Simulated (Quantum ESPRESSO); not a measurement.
Consider Fe3Ge (Pm-3m).

```
CELL_PARAMETERS angstrom
3.66050 0.00000 0.00000
0.00000 3.66050 0.00000
0.00000 0.00000 3.66050
ATOMIC_POSITIONS crystal
Ge 0.00000 0.00000 0.00000
Fe 0.50000 0.00000 0.50000
Fe 0.50000 0.50000 0.00000
Fe 0.00000 0.50000 0.50000
```

Absorber: atom 1, with 12 Fe at 2.59 Å (cuboctahedral, site symmetry m-3m). Method: Quantum ESPRESSO XSpectra, LDA, excited-electron core hole (neutral cell), 16-atom cell with 6.3 Å between holes, 5×5×5 k points, dipole transitions, Lorentzian half width 0.98 eV up to 4 eV, rising linearly to 1.75 eV at 25 eV (not a setting of the program: the run's 0.4 eV curve was folded afterwards with a further Lorentzian).

Predict the near-edge structure at the Ge K edge.

Main maxima up to 30 eV above the zero (height): 2.1 eV (1.05), 7.8 eV (1.52) and 18.8 eV (0.80). A K edge sees empty p states on the absorber. 

The Ge K spectrum (energy from the energy zero of the input (xe0, at the border of filled and empty states); intensity scaled to a mean of 1 over the first 20 eV; folded afterwards to Lorentzian half width 0.98 eV up to 4 eV, rising linearly to 1.75 eV at 25 eV; the points at xe0, where the cut of filled states can leave a spike, are interpolated):

| E (eV) | intensity |
| --- | --- |
| -2.0 | 0.17 |
| -1.4 | 0.23 |
| -0.8 | 0.34 |
| -0.2 | 0.52 |
| 0.4 | 0.72 |
| 1.0 | 0.86 |
| 1.6 | 0.99 |
| 2.2 | 1.05 |
| 2.8 | 1.00 |
| 3.4 | 0.93 |
| 4.0 | 0.89 |
| 4.6 | 0.90 |
| 5.2 | 0.98 |
| 5.8 | 1.13 |
| 6.4 | 1.30 |
| 7.0 | 1.44 |
| 7.6 | 1.51 |
| 8.2 | 1.50 |
| 8.8 | 1.42 |
| 9.4 | 1.35 |
| 10.0 | 1.28 |
| 10.6 | 1.22 |
| 11.2 | 1.15 |
| 11.8 | 1.08 |
| 12.4 | 1.02 |
| 13.0 | 0.96 |
| 13.6 | 0.88 |
| 14.2 | 0.81 |
| 14.8 | 0.74 |
| 15.4 | 0.71 |
| 16.0 | 0.71 |
| 16.6 | 0.73 |
| 17.2 | 0.74 |
| 17.8 | 0.76 |
| 18.4 | 0.79 |
| 19.0 | 0.80 |
| 19.6 | 0.78 |
| 20.2 | 0.76 |
| 20.8 | 0.76 |
| 21.4 | 0.76 |
| 22.0 | 0.77 |
| 22.6 | 0.76 |
| 23.2 | 0.74 |
| 23.8 | 0.70 |
| 24.4 | 0.67 |
| 25.0 | 0.65 |
| 25.6 | 0.65 |
| 26.2 | 0.65 |
| 26.8 | 0.65 |
| 27.4 | 0.65 |
| 28.0 | 0.66 |
| 28.6 | 0.68 |
| 29.2 | 0.71 |
| 29.8 | 0.74 |
| 30.4 | 0.76 |
| 31.0 | 0.77 |
| 31.6 | 0.78 |

The spins start ferromagnetically in a simple order, which needn't be the measured one; gap and edge can depend on it. The holes are only 6.3 Å apart, so the shape is probably not converged with cell size; no larger cell was run here. The structure is a computed Materials Project entry and may be a hypothetical form.

[Banner, clock and machine lines of the logs are left out without a mark of their own.]

[Logs are printed without paths, hosts, clocks, repeated set-up lines and the standing remarks that a program may print on its own settings, such as how far it seeks lower states.]

[Hosts, paths, dates, database ids (printed as entryN), source tags and the programs' standing remarks are cut or masked in the printed files.]

[Lists of maxima count a maximum above −3 eV only where it reaches 4 % of the highest in the window and stands out from its surroundings by 2 % of it (1.5 % where it reaches 55 %); shoulders and weaker maxima are passed over, and of the rest the first, up to two pre-edge ones and the few strongest are named.]
